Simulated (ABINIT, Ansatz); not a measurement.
# Calculated records

### How the form of the self-energy moves the gap of Cs2KYF6 (Fm-3m)

Symmetry: Fm-3m, No. 225, cubic system. The conventional cell has a = 9.445 Å, b = 9.445 Å, c = 9.445 Å, α = 90.00°, β = 90.00°, γ = 90.00°. K has 6 F at 2.60 Å nearest. Nearest to Cs lie 12 F at 3.35 Å. Y has 6 F at 2.13 Å nearest. Nearest to F lie 1 Y at 2.13 Å and 1 K at 2.60 Å and 4 Cs at 3.35 Å. Farther neighbours, and contacts between anions beyond the nearest, are not listed.

```yaml
method: RPA screening on PBEsol, plane waves, norm-conserving pseudopotentials (and 3 further levels or steps)
program: ABINIT 10.8.3
settings: cutoff 36 Ha, PseudoDojo scalar-relativistic 0.4.1 standard, norm-conserving, ngkpt (2, 2, 2), nband 177, ecuteps 5.2 Ha, gwcalctyp 2, nfreqre 16, nfreqim 8, inclvkb 2, freqremax 40 eV, spmeth 1, nomegasf 120, shiftk (0, 0, 0), symchi 1, awtr 1, frequency cd, 2×2×2 k-mesh
notes: The program’s warnings: Min real frequency set to default [Ha] = and nproc spkpt=  >= nkpt= * nsppol=. The cell and positions come from the Crystallography Open Database and are kept as given unless a step says otherwise. Limits: no spin-orbit coupling. The 2×2×2 mesh is coarse for this cell, which bears on the long-range parts of exchange and screening.
g0w0_godby_needs_plasmon_pole: 9.688 eV
g0w0_von_der_linden_horsch_plasmon_pole: 9.848 eV
g0w0_hybertsen_louie_plasmon_pole: 10.513 eV
one_shot_hartree_fock: 18.126 eV
g0w0_contour_deformation: 9.660 eV
known_limits: short of the basis limit; no spin-orbit coupling; coarse k mesh
```

G0W0, von der Linden-Horsch plasmon pole: +0.160 eV against G0W0, Godby-Needs plasmon pole. G0W0, Hybertsen-Louie plasmon pole: +0.825 eV against G0W0, Godby-Needs plasmon pole.

[Long decimals in the printed logs are rounded to 6 places.]

[Logs are printed without paths, hosts, clocks, repeated set-up lines and the standing remarks that a program may print on its own settings, such as how far it seeks lower states.]

[Paths, hosts, dates, memory and timing lines, banners, echoed tables and standing remarks are left out of the program output; an Ansatz launch command may be rebuilt from the run's recorded settings. Measured values are a selection of at most five: reports struck by readers or far from the other reports are left out. None is set beside runs whose start may be inverted or whose files or cutoffs have a known fault.]

[Runs of the session that timed out or met a known fault of the program may be left out.]

[Hosts, paths, dates, database ids (printed as entryN), source tags and the programs' standing remarks are cut or masked in the printed files.]

[G0W0 gaps are taken among the corrected bands and points alone; a level outside them can change the order at an edge.]

[Where Ansatz stands beside ABINIT at settings called matched, ABINIT's density can come from a denser mesh and the files from another edition; pairs whose starting gaps differed by over 0.03 eV were left out, so agreement reads better than it is.]
